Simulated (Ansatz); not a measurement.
# Phonons of SiC (P6_3mc) against volume, part 3 of 3

Wanted: Grüneisen parameters and pressure coefficients of the modes of SiC (P6_3mc).

Ansatz 0.2.0; DFT LDA, scalar-relativistic, plane waves, PAW; PAW set soft_1.

So far, highest optical mode at the zone centre (no LO-TO term) (cm⁻¹): step 4 (modes at rest) 924.

### Step 6. Zone-centre modes of the member: 1.06 times the volume at rest

The zone-centre modes follow for 1.06 times the volume at rest, with the response to a field.

File input.yaml:

```yaml
crystal:
  lattice:
    - [3.1181772225, 0.0, 0.0]
    - [-1.5590886113, 2.7004206882, 0.0]
    - [0.0, 0.0, 10.2105957393]
  atoms:
    - { symbol: C, position: [0.6666666667, 0.3333333333, 0.7497815861] }
    - { symbol: C, position: [0.3333333333, 0.6666666667, 0.2497815861] }
    - { symbol: C, position: [0.0, 0.0, 0.5004568705] }
    - { symbol: C, position: [0.0, 0.0, 0.0004568705] }
    - { symbol: Si, position: [0.6666666667, 0.3333333333, 0.9378881465] }
    - { symbol: Si, position: [0.3333333333, 0.6666666667, 0.4378881465] }
    - { symbol: Si, position: [0.0, 0.0, 0.6878723968] }
    - { symbol: Si, position: [0.0, 0.0, 0.1878723968] }
kpoints:
  mp_grid: { grid: [9, 9, 4] }
hamiltonian:
  xc: lda
  pseudopotentials: { kind: paw, azcp: { folder: soft_1 }, xc_functional: pbe }
scf:
  occupations: { method: fixed }
output:
  eigenvalues: true
phonons:
  method: dfpt
  dielectric: true
  rigid_motions: translations
```

On the command line:

```
$ ansatz run input.yaml --threads 8 --pin off --max-ram 16384MiB --backend cpu --events-out ev --progress --plain --runs-dir out
```

Numbers of over 12 decimals in the logs are rounded to 6 here.

Log:

```text
[...]
Crystal: 8 atoms, lattice volume = 85.977 Å³
Basis set: ecut = 420 eV, 1655 PW (Γ), exchange–correlation on 48×48×144 points (8 copies of the dense FFT grid, shifted against one another)
Bands: 24, of which v1, the nominal top of the filled ones, is band 16 counted from 1 (15 counted from 0)
Symmetry: 12 space group operations
k-points: 95 of 324 (irreducible under 2 space group operations, time reversal used)
[...]
SCF iter   1: F=—  HF=-3414.360108 eV  |F-HF|=—  |Δ(HF+E_count)|=         —  Δρ=1.30e-1  dr2=1.80e1  ethr=3.10e-3  ⟨swp⟩=5.0  Hψ=10587  notcnv=0  defer=519
[...]
SCF iter  10: F=-3408.639177 eV  HF=-3408.639177 eV  |F-HF|=1.86e-11  |Δ(HF+E_count)|=   1.22e-9  Δρ=4.89e-7  dr2=8.50e-11  ethr=1.00e-12  ⟨swp⟩=15.3  Hψ=19550  notcnv=0
SCF 1 converged in 10 iterations: F = -3408.639177 eV  dr2 = 8.50e-11
[...]
Bands: 17, of which v1, the nominal top of the filled ones, is band 16 counted from 1 (15 counted from 0)
k-points: 60 of 400 (irreducible under 4 space group operations, time reversal used)
[...]
Eigensolver: Dense (60 Hₖ)
SCF iter   1: F=—  HF=-3408.629454 eV  |F-HF|=—  |Δ(HF+E_count)|=         —  Δρ=1.25e-4  dr2=3.23e-6  ethr=1.00e-1
[...]
SCF iter   3: F=-3408.629454 eV  HF=-3408.629454 eV  |F-HF|=2.99e-8  |Δ(HF+E_count)|=   2.45e-7  Δρ=4.09e-6  dr2=3.51e-8  ethr=2.22e-9
SCF 1 converged in 3 iterations: F = -3408.629454 eV  dr2 = 3.51e-8
[...]
SCF converged after 10 iterations
Free energy (F): -3408.639177 eV
[...]
Internal energy: -3408.639177 eV  (E = F + TS)
E sigma→0 (E₀):  -3408.639177 eV
Fermi energy:    8.837931 eV
[...]
--- Band table (eV; the first three rows and the last of 95) ---
  k-point 0: bands = [... 12 lower, 8.2560, 8.7870, 8.8379, 8.8379, 13.5517, 14.1265, 14.7036, 14.7413, ... 4 higher]
  k-point 1: bands = [... 12 lower, 8.4268, 8.4268, 8.7825, 8.7825, 13.6047, 13.9765, 14.9291, 14.9677, ... 4 higher]
  k-point 2: bands = [... 12 lower, 8.6326, 8.6326, 8.6326, 8.6326, 13.7563, 13.7563, 15.1874, 15.1874, ... 4 higher]
  k-point 94: bands = [... 12 lower, 5.7099, 5.7099, 7.4601, 7.4601, 13.0128, 13.0128, 14.1216, 14.1216, ... 4 higher]
[...]
ASR residual: 1.734e-4 → 0.000e0 eV/Å²; symmetrization residual: 2.803e-6 eV/Å²
[...]
ε∞ (high-frequency dielectric tensor):
        7.112036     0.000000     0.000000
        0.000000     7.112036    -0.000000
       -0.000000    -0.000000     7.405466
  ε⁰ (static dielectric tensor: ions relaxed, cell fixed):
       10.567316     0.000000    -0.000000
        0.000000    10.567316     0.000000
       -0.000000     0.000000    11.259715
  ε⁰ − ε∞ (ionic part):
        3.455280     0.000000    -0.000000
        0.000000     3.455280     0.000000
       -0.000000     0.000000     3.854249
[...]
Born effective charges Z* (e; rows j = field, columns β = displacement):
    site 0:
        -2.68951   -0.00000    0.00000
        -0.00000   -2.68951    0.00000
         0.00000   -0.00000   -2.72164
    site 1:
        -2.68951   -0.00000   -0.00000
        -0.00000   -2.68951   -0.00000
        -0.00000    0.00000   -2.72164
    site 2:
        -2.64260   -0.00000   -0.00000
        -0.00000   -2.64260   -0.00000
        -0.00000   -0.00000   -2.79522
    site 3:
        -2.64260   -0.00000    0.00000
        -0.00000   -2.64260    0.00000
         0.00000    0.00000   -2.79522
    site 4:
         2.66195    0.00000   -0.00000
         0.00000    2.66195   -0.00000
        -0.00000    0.00000    2.62670
    site 5:
         2.66195    0.00000    0.00000
         0.00000    2.66195    0.00000
         0.00000   -0.00000    2.62670
    site 6:
         2.67016    0.00000   -0.00000
         0.00000    2.67016   -0.00000
        -0.00000    0.00000    2.89015
    site 7:
         2.67016    0.00000    0.00000
         0.00000    2.67016    0.00000
         0.00000   -0.00000    2.89015
  Z* charge neutrality: 1.025e-2 e pre-enforcement
[...]
optical modes at Γ without the LO–TO term, one row a degenerate level:
      ω (cm⁻¹)  modes    IR ((D/Å)²/amu)
        191.23      2             0.0000
        197.90      2             0.0000
        259.94      2             0.0040
        375.34      1             0.0000
        382.67      1             0.0000
        573.15      1             0.1221
        714.62      2             0.1985
[...]
optical modes at Γ + LO–TO along q̂ = [1.0000, 0.0000, 0.0000]:
      ω (cm⁻¹)  modes    IR ((D/Å)²/amu)
[...]
optical modes at Γ + LO–TO along q̂ = [0.0000, 1.0000, 0.0000]:
      ω (cm⁻¹)  modes    IR ((D/Å)²/amu)
[...]
optical modes at Γ + LO–TO along q̂ = [0.0000, 0.0000, 1.0000]:
      ω (cm⁻¹)  modes    IR ((D/Å)²/amu)
[...]
259.94      2             0.0040
        375.34      1             0.0000
        382.67      1             0.0000
        573.31      1             0.0224
        714.62      2             0.1985
        725.97      2             0.0000
        734.14      2             0.0000
        748.31      2           155.7389
        785.69      1             0.0709
        857.67      1             0.0000
        866.82      1             0.0000
        904.43      1            83.4368
```

Elapsed: 52 s, on 8 threads of Arm Neoverse V1, shared host; peak memory 1.1 GiB.

This step gave:

```yaml
sum_rule_residual_before_enforcement: 1.73e-4 eV/Å²
miss_of_the_charge_sum_rule: 0.01025 e
estimated_error_of_the_dielectric_tensor: 0.02724
estimated_error_of_the_born_charges: 0.01635 e
highest_optical_mode_at_the_zone_centre_no_lo_to_term: 866.8 cm⁻¹
lowest_optical_zone_centre_mode: 191.2 cm⁻¹
mean_high_frequency_dielectric_constant: 7.210
largest_born_charge_third_of_the_trace: 2.744 e
mean_static_dielectric_constant: 10.80
top_of_the_zone_centre_spectrum_with_the_field: 912.1 cm⁻¹
```

Without the LO-TO term. Patterns of degenerate modes are one choice out of their space. The modes at Γ (shares of kinetic energy by element, %):

```csv
mode,frequency (cm⁻¹),symmetry,C %,Si %
1,0.0,acoustic,30,70
2,0.0,acoustic,30,70
3,0.0,acoustic,30,70
4,191.2,E2,27,73
5,191.2,E2,27,73
6,197.9,E2,27,73
7,197.9,E2,27,73
8,259.9,E1,25,75
9,259.9,E1,25,75
10,375.3,B1,24,76
11,382.7,B1,25,75
12,573.1,A1,1,99
13,714.6,E1,75,25
14,714.6,E1,75,25
15,726.0,E2,72,28
16,726.0,E2,72,28
17,733.3,A1,70,30
18,734.1,E2,73,27
19,734.1,E2,73,27
20,748.3,E1,70,30
21,748.3,E1,70,30
22,786.1,A1,99,1
23,857.7,B1,75,25
24,866.8,B1,76,24
```

Transverse modes. Lines of the infrared spectrum (strongest = 100):

```csv
position (cm⁻¹),relative intensity
191,0.0
198,0.0
260,0.0
375,0.0
383,0.0
573,0.1
715,0.1
726,0.0
733,53
734,0.0
748,100
786,0.3
858,0.0
867,0.0
```

Without the LO-TO term the lowest optical mode is real, 191 cm⁻¹, and the highest lies at 866.8 cm⁻¹.

For the highest optical mode at the zone centre (no LO-TO term), step 4 gave 924 cm⁻¹; this run, with volume ratio 1.06, gives 867 cm⁻¹ (-6 %).

### Step 7. A member of the series: 0.9 times the volume at rest

The cell is set to 0.9 times the volume at rest, and shape and atoms relax at that volume.

File input.yaml:

```yaml
crystal:
  lattice:
    - [2.9534200313, 0.0, 0.0]
    - [-1.4767100156, 2.5577367751, 0.0]
    - [0.0, 0.0, 9.6635986264]
  atoms:
    - { symbol: C, position: [0.6666666667, 0.3333333333, 0.7498191549] }
    - { symbol: C, position: [0.3333333333, 0.6666666667, 0.2498191549] }
    - { symbol: C, position: [0.0, 0.0, 0.5004335933] }
    - { symbol: C, position: [0.0, 0.0, 0.0004335933] }
    - { symbol: Si, position: [0.6666666667, 0.3333333333, 0.9377898633] }
    - { symbol: Si, position: [0.3333333333, 0.6666666667, 0.4377898633] }
    - { symbol: Si, position: [0.0, 0.0, 0.6879563883] }
    - { symbol: Si, position: [0.0, 0.0, 0.1879563883] }
kpoints:
  mp_grid: { grid: [9, 9, 4] }
hamiltonian:
  xc: lda
  pseudopotentials: { kind: paw, azcp: { folder: soft_1 }, xc_functional: pbe }
scf:
  occupations: { method: fixed }
output:
  forces: true
  stress: true
  eigenvalues: true
relax:
  adjacent_minimum: "off"
  f_tol: 0.001
  max_steps: 60
  cell: { stress_tol: 0.01, fix: [volume] }
```

Log:

```text
[...]
Crystal: 8 atoms, lattice volume = 73.000 Å³
Basis set: ecut = 420 eV, 1389 PW (Γ)
Bands: 24, of which v1, the nominal top of the filled ones, is band 16 counted from 1 (15 counted from 0)
Symmetry: 12 space group operations
[...]
k-points: 36 of 324 (time reversal used)
[...]
- [-1.476784, 2.557865, 0]
    - [0, 0, 9.662630]
  atoms:
    - { symbol: C, position: [0.666667, 0.333333, 0.749816] }
    - { symbol: C, position: [0.333333, 0.666667, 0.249816] }
    - { symbol: C, position: [0, 0, 0.500428] }
    - { symbol: C, position: [0, 0, 0.000428072] }
    - { symbol: Si, position: [0.666667, 0.333333, 0.937780] }
    - { symbol: Si, position: [0.333333, 0.666667, 0.437780] }
    - { symbol: Si, position: [0, 0, 0.687976] }
    - { symbol: Si, position: [0, 0, 0.187976] }
[key lines of the parts left out:]
SCF converged after 6 iterations
Free energy (F): -3408.138998 eV
Fermi energy:    10.968323 eV
P = ⅓ Tr σ = 29.7196 GPa (297.196 kbar)
```

Wall time 5 s (8 threads); peak memory 0.4 GiB; 35 s of CPU time.

Little changed from the start: no atom moved by 0.005 Å and no cell edge by 0.1 %.

This step gave:

```yaml
pressure: 29.72 GPa
gap_on_the_k_mesh: 2.330 eV
volume_per_atom: 9.125 Å³
```

The largest force component left is 0.62 meV/Å, at a pressure of 29.72 GPa.

### Step 8. Modes of this member: 0.9 times the volume at rest

The zone-centre modes follow for 0.9 times the volume at rest, with the response to a field.

File input.yaml:

```yaml
crystal:
  lattice:
    - [2.9535681069, 0.0, 0.0]
    - [-1.4767840534, 2.5578650124, 0.0]
    - [0.0, 0.0, 9.6626296915]
  atoms:
    - { symbol: C, position: [0.6666666667, 0.3333333333, 0.7498156648] }
    - { symbol: C, position: [0.3333333333, 0.6666666667, 0.2498156648] }
    - { symbol: C, position: [0.0, 0.0, 0.5004280717] }
    - { symbol: C, position: [0.0, 0.0, 0.0004280717] }
    - { symbol: Si, position: [0.6666666667, 0.3333333333, 0.9377797141] }
    - { symbol: Si, position: [0.3333333333, 0.6666666667, 0.4377797141] }
    - { symbol: Si, position: [0.0, 0.0, 0.6879755492] }
    - { symbol: Si, position: [0.0, 0.0, 0.1879755492] }
kpoints:
  mp_grid: { grid: [9, 9, 4] }
hamiltonian:
  xc: lda
  pseudopotentials: { kind: paw, azcp: { folder: soft_1 }, xc_functional: pbe }
scf:
  occupations: { method: fixed }
output:
  eigenvalues: true
phonons:
  method: dfpt
  dielectric: true
  rigid_motions: translations
```

Log:

```text
[...]
Crystal: 8 atoms, lattice volume = 73.000 Å³
Basis set: ecut = 420 eV, 1389 PW (Γ), exchange–correlation on 40×40×144 points (8 copies of the dense FFT grid, shifted against one another)
Bands: 24, of which v1, the nominal top of the filled ones, is band 16 counted from 1 (15 counted from 0)
Symmetry: 12 space group operations
k-points: 95 of 324 (irreducible under 2 space group operations, time reversal used)
[...]
ω (cm⁻¹)  modes    IR ((D/Å)²/amu)
[...]
optical modes at Γ + LO–TO along q̂ = [0.0000, 1.0000, 0.0000]:
      ω (cm⁻¹)  modes    IR ((D/Å)²/amu)
[...]
optical modes at Γ + LO–TO along q̂ = [0.0000, 0.0000, 1.0000]:
      ω (cm⁻¹)  modes    IR ((D/Å)²/amu)
[...]
950.43      1             0.0379
       1024.62      1             0.0000
       1033.57      1             0.0000
       1077.28      1            91.5347
[key lines of the parts left out:]
SCF converged after 10 iterations
Free energy (F): -3408.139000 eV
Fermi energy:    10.968323 eV
```

Elapsed: 43 s, on 8 threads; peak memory 0.95 GiB; 5 min of CPU time.

This step gave:

| Item | Value |
| --- | --- |
| sum-rule residual before enforcement | 7.19e-5 eV/Å² |
| miss of the charge sum rule | 0.01012 e |
| estimated error of the dielectric tensor | 0.02510 |
| estimated error of the Born charges | 0.01672 e |
| highest optical mode at the zone centre (no LO-TO term) | 1034 cm⁻¹ |
| lowest optical zone-centre mode | 188.3 cm⁻¹ |
| mean high-frequency dielectric constant | 6.853 |
| largest Born charge (third of the trace) | 2.875 e |
| mean static dielectric constant | 10.03 |
| top of the zone-centre spectrum with the field | 1087 cm⁻¹ |

Without the LO-TO term. Patterns of degenerate modes are one choice out of their space. Modes at Γ, with each element's share of the kinetic energy:

```csv
mode,frequency (cm⁻¹),symmetry,C %,Si %
1,0.0,acoustic,30,70
2,0.0,acoustic,30,70
3,0.0,acoustic,30,70
4,188.3,E2,28,72
5,188.3,E2,28,72
6,199.0,E2,28,72
7,199.0,E2,28,72
8,251.5,E1,27,73
9,251.5,E1,27,73
10,442.8,B1,23,77
11,452.8,B1,24,76
12,663.0,A1,2,98
13,884.2,A1,70,30
14,885.9,E1,73,27
15,885.9,E1,73,27
16,888.3,E2,72,28
17,888.3,E2,72,28
18,896.4,E2,72,28
19,896.4,E2,72,28
20,901.6,E1,70,30
21,901.6,E1,70,30
22,950.6,A1,98,2
23,1024.6,B1,76,24
24,1033.6,B1,77,23
```

Transverse modes. Lines of the infrared spectrum (strongest = 100):

```csv
position (cm⁻¹),label,relative intensity
188,E2,0.0
199,E2,0.0
252,E1,0.0
443,B1,0.0
453,B1,0.0
663,A1,0.1
884,A1,54
886,E1,0.3
888,E2,0.0
896,E2,0.0
902,E1,100
951,A1,0.1
1025,B1,0.0
1034,B1,0.0
```

Without the LO-TO term the lowest optical mode is real, 188 cm⁻¹, and the highest lies at 1033.6 cm⁻¹.

For the highest optical mode at the zone centre (no LO-TO term), step 4 gave 924 cm⁻¹; this run, with volume ratio 0.9, gives 1034 cm⁻¹ (+12 %).

### Step 9. The series together

The members are set side by side, also those not shown above.

Each row is one cell with its response, relaxed at fixed volume as far as symmetry leaves anything free; energies are extrapolated to zero smearing, and E0 is that at rest; the axis is the Cartesian z axis of the cell; shape and atoms are relaxed in each cell where symmetry leaves them free. State of the crystal along the series:

```csv
volume ratio,V (Å³/atom),pressure (GPa),E - E0 (meV/atom),first cell vector (Å),third cell vector (Å),gap on mesh (eV),ε∞ along the axis,"ε∞ across the axis, mean",ε0 along the axis,"ε0 across the axis, mean","largest Born charge in size, a third of the trace (e)","top mode with the field, highest of q along x, y and z (cm⁻¹)"
0.9,9.125,29.72,86.39,2.954,9.663,2.33,7.068,6.745,10.5,9.803,2.875,1087
0.92,9.328,22.56,53.4,2.975,9.735,2.325,7.099,6.782,10.58,9.893,2.858,1062
0.94,9.53,16.07,29.02,2.996,9.806,2.32,7.134,6.822,10.67,9.983,2.842,1038
0.96,9.733,10.18,12.46,3.017,9.876,2.313,7.171,6.864,10.76,10.08,2.825,1015
0.98,9.936,4.843,3.007,3.038,9.944,2.306,7.212,6.908,10.86,10.17,2.808,993.2
0.99,10.04,2.363,0.7357,3.048,9.978,2.301,7.233,6.931,10.9,10.22,2.8,982.4
1,10.14,2.11e-4,0,3.058,10.01,2.297,7.256,6.955,10.95,10.27,2.792,971.9
1.02,10.34,-4.392,2.822,3.079,10.08,2.287,7.302,7.005,11.05,10.37,2.776,951.2
1.04,10.54,-8.376,10.94,3.099,10.14,2.275,7.352,7.057,11.15,10.47,2.76,931.3
1.06,10.75,-11.99,23.87,3.118,10.21,2.263,7.405,7.112,11.26,10.57,2.744,912.1
```

Without the LO-TO term; each mode is tracked from rest by its pattern, and modes that stay within 0.3 cm⁻¹ of each other stand once; the 10 lowest of 14 levels; shape and atoms are relaxed in each cell where symmetry leaves them free. Optical modes along the series:

```csv
V (Å³/atom),mode 4 E2 (cm⁻¹),mode 6 E2 (cm⁻¹),mode 8 E1 (cm⁻¹),mode 10 B1 (cm⁻¹),mode 11 B1 (cm⁻¹),mode 12 A1 (cm⁻¹),mode 13 E1 (cm⁻¹),mode 15 E2 (cm⁻¹),mode 17 A1 (cm⁻¹),mode 18 E2 (cm⁻¹)
9.125,188.3,199,251.5,442.8,452.8,663,885.9,888.3,884.2,896.4
9.328,189.4,199.5,253.5,434.1,443.6,652.1,861.5,865,862.6,873
9.53,190.3,199.7,255.2,425.5,434.6,641,838,842.8,841.8,850.7
9.733,190.9,199.8,256.6,416.9,425.7,630,815.4,821.3,821.9,829.2
9.936,191.3,199.7,257.7,408.5,416.9,618.8,793.7,800.7,802.7,808.6
10.04,191.4,199.6,258.1,404.3,412.5,613.2,783.1,790.7,793.5,798.6
10.14,191.5,199.4,258.6,400.1,408.2,607.6,772.8,780.9,784.4,788.8
10.34,191.6,199.1,259.2,391.8,399.6,596.2,752.6,761.8,766.7,769.9
10.54,191.5,198.5,259.7,383.5,391.1,584.8,733.3,743.5,749.7,751.7
10.75,191.2,197.9,259.9,375.3,382.7,573.1,714.6,726,733.3,734.1
```

From cubic fits (parabolas where under five rows exist) of ln ω and P against ln V through the rows within about 4 % of rest: γ = −d ln ω / d ln V and dω/dP = γ ω / B. Slopes at rest:

```csv
mode,fitted frequency at rest (cm⁻¹),Grüneisen parameter γ,dω/dP (cm⁻¹/GPa)
mode 4 E2,191.5,-0.03,-0.03
mode 6 E2,199.4,0.08,0.07
mode 8 E1,258.6,-0.15,-0.16
mode 10 B1,400.1,1.04,1.81
mode 11 B1,408.2,1.06,1.87
mode 12 A1,607.6,0.93,2.45
mode 13 E1,772.8,1.32,4.45
mode 15 E2,780.9,1.24,4.21
mode 17 A1,784.3,1.15,3.91
mode 18 E2,788.8,1.22,4.2
mode 20 E1,799.9,1.14,3.96
mode 22 A1,840.2,1.16,4.23
mode 23 B1,914.4,1.09,4.33
```

### Step 10. What came out

```yaml
members: 10
highest_optical_mode_at_the_zone_centre_no_lo_to_term_at_rest: 923.5 cm⁻¹
bulk_modulus_at_rest: 230 GPa
mode_18_e2_gamma: 1.22
mode_20_e1_gamma: 1.14
mode_22_a1_gamma: 1.16
mode_23_b1_gamma: 1.09
```

In words: The series spans -12.0 to 29.7 GPa, and the slope at rest gives a bulk modulus of 230 GPa. Among the modes in the table of slopes γ runs from -0.15 (mode 8 E1) to 1.32 (mode 13 E1). A negative γ means that the mode softens under pressure. ε∞ along z is 7.26 at rest, with d ln ε∞ / d ln V = 0.31. One k mesh and one cutoff serve the ground states and modes of all volumes; the field response picks its own mesh. These are harmonic frequencies at zero temperature: anharmonic shifts, linewidths and thermal expansion are left out. The PAW files were made for PBE; the program adapts parts of them to the functional of the run, but their partial waves stay those of PBE, an approximation that was not tested in this session. Only the zone centre was solved, so an instability at another wavevector cannot show here.

[Logs are printed without paths, hosts, clocks, repeated set-up lines and the standing remarks that a program may print on its own settings, such as how far it seeks lower states.]

[Hosts, paths, dates, database ids (printed as entryN), source tags and the programs' standing remarks are cut or masked in the printed files.]
